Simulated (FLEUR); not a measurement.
## How the basis cutoff moves the magnetism of FePt (Tetraferroplatinum)

Aim: see how far the moments and order energies of FePt (Tetraferroplatinum) move with the basis cutoff, and what each rung costs.

Main program and level: FLEUR MaX-R8.1; PBE; all-electron FLAPW, Dirac cores, scalar-relativistic bands.

## (1) Set-up

It takes space group P4/mmm (No. 123, tetragonal). The conventional cell has a = 2.724 Å, b = 2.724 Å, c = 3.720 Å, α = 90.00°, β = 90.00°, γ = 90.00°. Fe has 8 Pt at 2.68 Å and 4 Fe at 2.72 Å nearest. Pt has 8 Fe at 2.68 Å and 4 Pt at 2.72 Å nearest. Farther neighbours are not listed.

## (2) Rung 1 (Kmax 2.16 1/bohr), start ferro +

The ladder starts at a small basis and climbs, to see from where on the results stand still.

inpgen writes inp.xml from crystal.txt; cutoffs, mixing, functional, smearing and local orbitals are then set in the file. The k list default-1 (kpts.xml, not shown) is a Γ-centred 10×10×10 mesh; where the ranks do not divide the number of points, some are split in two of half the weight.

The input, inp.xml:

```
<?xml version="1.0" encoding="UTF-8" standalone="no"?>
<fleurInput fleurInputVersion="0.39">
   <comment>
      FePt
   </comment>
   <calculationSetup>
      <cutoffs Kmax="2.16" Gmax="6.5" GmaxXC="6.5" numbands="0"/>
      <scfLoop itmax="120" minDistance="0.00002" maxIterBroyd="15" imix="Anderson" alpha="0.05" precondParam="0.0" spinf="2.0" sdNocoIR="T"/>
      <coreElectrons ctail="T" frcor="F" kcrel="0" coretail_lmax="0"/>
      <xcFunctional name="pbe" relativisticCorrections="F"/>
      <magnetism jspins="2"/>
      <soc l_soc="F" theta="0.0" phi="0.0" spav="F"/>
      <expertModes spex="0" secvar="F"/>
      <geometryOptimization l_f="F" forcealpha="1.0" forcemix="BFGS" epsdisp="0.00001" epsforce="0.00001"/>
      <ldaU l_linMix="F" mixParam="0.05" spinf="1.0"/>
   </calculationSetup>
   <cell>
      <bzIntegration valenceElectrons="32.0" mode="hist" fermiSmearingEnergy="0.00183747">
         <kPointListSelection listName="default-1"/>
         <xi:include xmlns:xi="http://www.w3.org/2001/XInclude" href="kpts.xml"> </xi:include>
      </bzIntegration>
      <xi:include xmlns:xi="http://www.w3.org/2001/XInclude" href="sym.xml"> </xi:include>
      <bulkLattice scale="1.0">
         <bravaisMatrix>
            <row-1>    5.1466691003480998     0.0000000000000000     0.0000000000000000</row-1>
            <row-2>    0.0000000000000000     5.1466691003480998     0.0000000000000000</row-2>
            <row-3>    0.0000000000000000     0.0000000000000000     7.0297811835120001</row-3>
         </bravaisMatrix>
      </bulkLattice>
   </cell>
   <atomSpecies>
      <species name="Iron (Fe) 2.800" element="Fe" atomicNumber="26">
         <mtSphere radius="2.47" gridPoints="817" logIncrement="0.015"/>
         <atomicCutoffs lmax="10" lnonsphr="8"/>
         <electronConfig flipSpins="F">
            <coreConfig>(1s1/2) (2s1/2) (2p1/2) (2p3/2)</coreConfig>
            <valenceConfig>(3s1/2) (3p1/2) (3p3/2) (4s1/2) (3d3/2) (3d5/2)</valenceConfig>
            <stateOccupation state="(3d3/2)" spinUp="1.4" spinDown="1.0"/>
            <stateOccupation state="(3d5/2)" spinUp="3.0" spinDown="0.6"/>
         </electronConfig>
         <energyParameters s="4" p="4" d="3" f="4"/>
         <lo type="SCLO" l="0" n="3" eDeriv="0"/>
         <lo type="SCLO" l="1" n="3" eDeriv="0"/>
      </species>
      <species name="Platinum (Pt)" element="Pt" atomicNumber="78">
         <mtSphere radius="2.47" gridPoints="817" logIncrement="0.016"/>
         <atomicCutoffs lmax="10" lnonsphr="8"/>
         <electronConfig flipSpins="F">
            <coreConfig>(1s1/2) (2s1/2) (2p1/2) (2p3/2) (3s1/2) (3p1/2) (3p3/2) (4s1/2) (3d3/2) (3d5/2) (4p1/2) (4p3/2) (5s1/2) (4d3/2) (4d5/2) (4f5/2) (4f7/2)</coreConfig>
            <valenceConfig>(5p1/2) (5p3/2) (6s1/2) (5d3/2) (5d5/2)</valenceConfig>
            <stateOccupation state="(6s1/2)" spinUp="0.500000" spinDown="0.500000"/>
            <stateOccupation state="(5d3/2)" spinUp="1.800000" spinDown="1.800000"/>
            <stateOccupation state="(5d5/2)" spinUp="2.700000" spinDown="2.700000"/>
         </electronConfig>
         <energyParameters s="6" p="6" d="5" f="5"/>
         <lo type="SCLO" l="1" n="5" eDeriv="0"/>
      </species>
   </atomSpecies>
   <atomGroups>
      <atomGroup species="Iron (Fe) 2.800">
         <relPos label="                   1">.0000000000 .0000000000 .0000000000</relPos>
         <force calculate="T" relaxXYZ="TTT"/>
      </atomGroup>
      <atomGroup species="Platinum (Pt)">
         <relPos label="                   2">1.000/2.000 1.000/2.000 1.000/2.000</relPos>
         <force calculate="T" relaxXYZ="TTT"/>
      </atomGroup>
   </atomGroups>
   <output dos="F" band="F" slice="F">
      <bandDOS minEnergy="-.5*Htr" maxEnergy="0.5*Htr" sigma="0.015" storeEVData="T"/>
      <plotting iplot="0" polar="F">
         <plot TwoD="T" vec1="  1.0  0.0  0.0" vec2="  0.0  1.0  0.0" vec3="  0.0  0.0  1.0" zero="  0.0  0.0  0.0" file="plot"/>
      </plotting>
      <moessbauerParams electricFieldGradient="F" isomerShift="F" coreHyperfine="F" valenceHyperfine="F"/>
   </output>
</fleurInput>
```

The input, crystal.txt:

```
FePt
&input film=F cartesian=F /
2.72350000000  0.00000000000  0.00000000000
0.00000000000  2.72350000000  0.00000000000
0.00000000000  0.00000000000  3.72000000000
1.8897261246
1.0 1.0 1.0

2
26 0.00000000000  0.00000000000  0.00000000000 : 2.800
78 0.50000000000  0.50000000000  0.50000000000

&kpt div1=10 div2=10 div3=10 gamma=T /
```

Launch:

```bash
$ OMP_NUM_THREADS=1 inpgen -f crystal.txt > inpgen.log  # inp.xml is then edited as shown
$ OMP_NUM_THREADS=1 mpirun -n 4 fleur_MPI > fleur.log
```

The program printed:

```text
Welcome to FLEUR        (www.flapw.de)
      MaX-Release 8.1          (www.max-centre.eu)

 ========== k-point set info ==========
 Selected k-point list: default-1
 k-point list type: mesh
 0 x 0 x 0
 Number of k points: 128

 ------------Calculation Setup---------------------------
 Number of MPI-tasks      :            4
 Number of PE/node        :            4
 Number of OMP-threads    :            1
 k-points in parallel     :            4
 pe's per k-point         :            1
 No of k-point loops      :           32
 Eigenvalue solver        :       lapack
 Number of basis functions:           56
 Approximate size of matrices (H+S) per k-point:         0.000 GB
 --------------------------------------------------------
 Iteration:     1   Distance:      57.03747586 me/bohr^3
 Iteration:     2   Distance:      42.36968041 me/bohr^3
 Iteration:     3   Distance:      34.95764417 me/bohr^3
 Iteration:     4   Distance:      14.36800339 me/bohr^3
 Iteration:     5   Distance:      11.16031261 me/bohr^3
 Iteration:     6   Distance:      10.14608540 me/bohr^3
 Iteration:     7   Distance:       5.05122161 me/bohr^3
 Iteration:     8   Distance:       4.11371700 me/bohr^3
 Iteration:     9   Distance:       1.20964842 me/bohr^3
 Iteration:    10   Distance:       1.24567802 me/bohr^3
 Iteration:    11   Distance:       0.51276375 me/bohr^3
 Iteration:    12   Distance:       0.64550924 me/bohr^3
 Iteration:    13   Distance:       0.31953921 me/bohr^3
 Iteration:    14   Distance:       0.13561750 me/bohr^3
 Iteration:    15   Distance:       0.03632025 me/bohr^3
 Iteration:    16   Distance:       0.03270554 me/bohr^3
 Iteration:    17   Distance:       0.02642932 me/bohr^3
 Iteration:    18   Distance:       0.01262709 me/bohr^3
 Iteration:    19   Distance:       0.00721170 me/bohr^3
 Iteration:    20   Distance:       0.00249534 me/bohr^3
 Iteration:    21   Distance:       0.00213810 me/bohr^3
 Iteration:    22   Distance:       0.00069857 me/bohr^3
 Iteration:    23   Distance:       0.00060761 me/bohr^3
 Iteration:    24   Distance:       0.00034778 me/bohr^3
 Iteration:    25   Distance:       0.00008633 me/bohr^3
 Iteration:    26   Distance:       0.00005728 me/bohr^3
 Iteration:    27   Distance:       0.00003108 me/bohr^3
 Iteration:    28   Distance:       0.00000953 me/bohr^3

 ********************************************************************
 Run finished successfully
 Stop message:
   all done
 ********************************************************************

--- out.xml (last complete iteration) ---
<iteration numberForCurrentRun="   28" overallNumber="   28">
         [... left out ...]
         <bandgap value="0.0019733747" units="eV"/>
         <sumValenceSingleParticleEnergies value="-22.7403710427" units="Htr"/>
         <FermiEnergy value="0.3240000552" units="Htr"/>
         <valenceDensity>
            <mtCharges spin="1">
               <mtCharge atomType="1" total="8.7957672" s="1.2062377" p="3.1950957" d="4.3000853" f="0.0533229"/>
               <mtCharge atomType="2" total="7.0836663" s="0.2722060" p="3.1511688" d="3.5746701" f="0.0508267"/>
            </mtCharges>
            <mtCharges spin="2">
               <mtCharge atomType="1" total="6.2391241" s="1.1968130" p="3.1900157" d="1.7761667" f="0.0428002"/>
               <mtCharge atomType="2" total="6.8634683" s="0.2886243" p="3.1806902" d="3.3418261" f="0.0302507"/>
            </mtCharges>
            <spinDependentCharge spin="1" total="17.4225759" interstitial="1.5431424" mtSpheres="15.8794335"/>
            <spinDependentCharge spin="2" total="14.5774241" interstitial="1.4748317" mtSpheres="13.1025924"/>
            <totalCharge value="32.0000000000"/>
         </valenceDensity>
         [... left out ...]
         <magneticMomentsInMTSpheres units="muBohr">
            <globalMagMoment atomType="1" vec="0.00000   0.00000   2.55664"/>
            <localMagMoment atomType="1" vec="0.00000   0.00000   2.55664"/>
            <globalMagMoment atomType="2" vec="0.00000   0.00000   0.22020"/>
            <localMagMoment atomType="2" vec="0.00000   0.00000   0.22020"/>
         </magneticMomentsInMTSpheres>
         [... left out ...]
         <totalEnergy value="   -19718.7887705133" units="Htr">
            <sumOfEigenvalues value="   -12085.5945873427">
               <coreElectrons value="-12062.8542163000"/>
               <valenceElectrons value="-22.7403710427"/>
            </sumOfEigenvalues>
            <densityCoulombPotentialIntegral value="-33945.5300467442"/>
            <densityEffectivePotentialIntegral value="-34485.1659251534"/>
            <chargeDenXCDenIntegral value="-412.8129679366"/>
            <FockExchangeEnergyValence value="0.0000000000"/>
            <FockExchangeEnergyCore value="0.0000000000"/>
         [... left out ...]
            <tkbTimesEntropy value="0.0008247256"/>
            <freeEnergy value="-19718.7895952389"/>
            <extrapolationTo0K value="-19718.7891828761"/>
         </totalEnergy>
         <densityConvergence units="me/bohr^3">
            <chargeDensity spin="1" distance="0.0000041325"/>
            <chargeDensity spin="2" distance="0.0000063831"/>
            <overallChargeDensity distance="0.0000049782"/>
            <spinDensity distance="0.0000095321"/>
         </densityConvergence>
      </iteration>
```

Elapsed: 16 s, on 4 MPI ranks of Arm Neoverse V2, shared host; peak memory 0.24 GiB; 64 s of CPU time.

Read from the output:

```
free energy                                                       : -536575.6000 eV
program's band gap on this mesh (in a metal only a level spacing) : 0.001973 eV
magnetization                                                     : 2.845 μB
final state                                                       : ferromagnetic
largest moment                                                    : 2.557 μB
```

After 28 cycles the largest moment stands at 2.56 μB.

## (3) Rung 1 (Kmax 2.16 1/bohr), start antiferro q=(0,1/2,0) +-

The second start gives the energy difference between the two end states, the quantity that is followed up the ladder. Its q is in fractions of the primitive cell's reciprocal vectors.

The k list default-1 (kpts.xml, not shown) is a Γ-centred 10×5×10 mesh.

inp.xml: that of step 2 with these lines changed.

```diff
@@ -17,3 +17,3 @@
    <cell>
-      <bzIntegration valenceElectrons="32.0" mode="hist" fermiSmearingEnergy="0.00183747">
+      <bzIntegration valenceElectrons="64.0" mode="hist" fermiSmearingEnergy="0.00183747">
          <kPointListSelection listName="default-1"/>
@@ -25,3 +25,3 @@
             <row-1>    5.1466691003480998     0.0000000000000000     0.0000000000000000</row-1>
-            <row-2>    0.0000000000000000     5.1466691003480998     0.0000000000000000</row-2>
+            <row-2>    0.0000000000000000    10.2933382006961995     0.0000000000000000</row-2>
             <row-3>    0.0000000000000000     0.0000000000000000     7.0297811835120001</row-3>
@@ -39,2 +39,15 @@
             <stateOccupation state="(3d5/2)" spinUp="3.0" spinDown="0.6"/>
+         </electronConfig>
+         <energyParameters s="4" p="4" d="3" f="4"/>
+         <lo type="SCLO" l="0" n="3" eDeriv="0"/>
+         <lo type="SCLO" l="1" n="3" eDeriv="0"/>
+      </species>
+      <species name="Iron (Fe) -2.800" element="Fe" atomicNumber="26">
+         <mtSphere radius="2.47" gridPoints="817" logIncrement="0.015"/>
+         <atomicCutoffs lmax="10" lnonsphr="8"/>
+         <electronConfig flipSpins="F">
+            <coreConfig>(1s1/2) (2s1/2) (2p1/2) (2p3/2)</coreConfig>
+            <valenceConfig>(3s1/2) (3p1/2) (3p3/2) (4s1/2) (3d3/2) (3d5/2)</valenceConfig>
+            <stateOccupation state="(3d3/2)" spinUp="1.0" spinDown="1.4"/>
+            <stateOccupation state="(3d5/2)" spinUp="0.6" spinDown="3.0"/>
          </electronConfig>
@@ -63,4 +76,9 @@
       </atomGroup>
+      <atomGroup species="Iron (Fe) -2.800">
+         <relPos label="                   2">.0000000000 1.000/2.000 .0000000000</relPos>
+         <force calculate="T" relaxXYZ="TTT"/>
+      </atomGroup>
       <atomGroup species="Platinum (Pt)">
-         <relPos label="                   2">1.000/2.000 1.000/2.000 1.000/2.000</relPos>
+         <relPos label="                   3">1.000/2.000 1.000/4.000 1.000/2.000</relPos>
+         <relPos label="                   4">1.000/2.000 -1.000/4.000 1.000/2.000</relPos>
          <force calculate="T" relaxXYZ="TTT"/>
```

The input, crystal.txt:

```
FePt
&input film=F cartesian=F /
2.72350000000  0.00000000000  0.00000000000
0.00000000000  5.44700000000  0.00000000000
0.00000000000  0.00000000000  3.72000000000
1.8897261246
1.0 1.0 1.0

4
26 0.00000000000  0.00000000000  0.00000000000 : 2.800
26 0.00000000000  0.50000000000  0.00000000000 : -2.800
78 0.50000000000  0.25000000000  0.50000000000
78 0.50000000000  0.75000000000  0.50000000000

&kpt div1=10 div2=5 div3=10 gamma=T /
```

The program printed:

```text
[banner, memory and clock lines left out]
Welcome to FLEUR        (www.flapw.de)
      MaX-Release 8.1          (www.max-centre.eu)

 ========== k-point set info ==========
 Selected k-point list: default-1
 k-point list type: mesh
 10 x 5 x 10
 Number of k points: 108

 [... set-up left out ...]
 Iteration:     1   Distance:      57.35338028 me/bohr^3
 Iteration:     2   Distance:      42.39490245 me/bohr^3
 Iteration:     3   Distance:      34.89715319 me/bohr^3
 Iteration:     4   Distance:      14.42135764 me/bohr^3
 Iteration:     5   Distance:      11.24606016 me/bohr^3
 Iteration:     6   Distance:      10.25977671 me/bohr^3
 Iteration:     7   Distance:       5.72622642 me/bohr^3
 Iteration:     8   Distance:       4.01569956 me/bohr^3
[... lines left out ...]
[... 14 iterations left out ...]
[... lines left out ...]
 Iteration:    29   Distance:       0.00006035 me/bohr^3
 Iteration:    30   Distance:       0.00005123 me/bohr^3
 Iteration:    31   Distance:       0.00004679 me/bohr^3
 Iteration:    32   Distance:       0.00004370 me/bohr^3
 Iteration:    33   Distance:       0.00002611 me/bohr^3
 Iteration:    34   Distance:       0.00001368 me/bohr^3

 ********************************************************************
 Run finished successfully
 Stop message:
   all done
 ********************************************************************

--- out.xml (last complete iteration) ---
<iteration numberForCurrentRun="   34" overallNumber="   34">
         [... left out ...]
         <bandgap value="0.0026454189" units="eV"/>
         <sumValenceSingleParticleEnergies value="-45.4541869462" units="Htr"/>
         <FermiEnergy value="0.3272377016" units="Htr"/>
         [... left out ...]
         <magneticMomentsInMTSpheres units="muBohr">
            <globalMagMoment atomType="1" vec="0.00000   0.00000   2.51824"/>
            <globalMagMoment atomType="2" vec="0.00000   0.00000  -2.51828"/>
            <globalMagMoment atomType="3" vec="0.00000   0.00000  -0.00003"/>
         </magneticMomentsInMTSpheres>
         [... left out ...]
         <totalEnergy value="   -39437.5791167849" units="Htr">
            <sumOfEigenvalues value="   -24171.0306633901">
               <coreElectrons value="-24125.5764764439"/>
               <valenceElectrons value="-45.4541869462"/>
            </sumOfEigenvalues>
         [... left out ...]
            <freeEnergy value="-39437.5806869732"/>
            <extrapolationTo0K value="-39437.5799018790"/>
         </totalEnergy>
         <densityConvergence units="me/bohr^3">
            <chargeDensity spin="1" distance="0.0000072641"/>
            <chargeDensity spin="2" distance="0.0000079702"/>
            <overallChargeDensity distance="0.0000136847"/>
            <spinDensity distance="0.0000067314"/>
         </densityConvergence>
      </iteration>
```

Wall time 57 s (4 MPI ranks); peak memory 0.37 GiB.

Spin moment in the muffin-tin sphere by atom:

```csv
atom,spin moment in the muffin-tin sphere (μB)
Fe1,2.52
Fe2,-2.52
Pt3,0.00
Pt4,0.00
```

Numbers from this step:

```
free energy                                                       : -1073151.2407 eV
program's band gap on this mesh (in a metal only a level spacing) : 0.002645 eV
magnetization                                                     : 0 μB
final state                                                       : antiferromagnetic
```

This start lies -20.4 meV a seeded atom from the first; its largest moment is 2.52 μB.

[end of part 1 of 4]

[Logs and program files are shortened in this print: banners, set-up blocks, solver, clock and traceback lines can be left out without a mark of their own.]

[Logs are printed without paths, hosts, clocks, repeated set-up lines and the standing remarks that a program may print on its own settings, such as how far it seeks lower states.]

[Hosts, paths, dates, database ids (printed as entryN), source tags and the programs' standing remarks are cut or masked in the printed files.]

[Where a cell is said to come from a database of computed structures, the database is the Materials Project.]
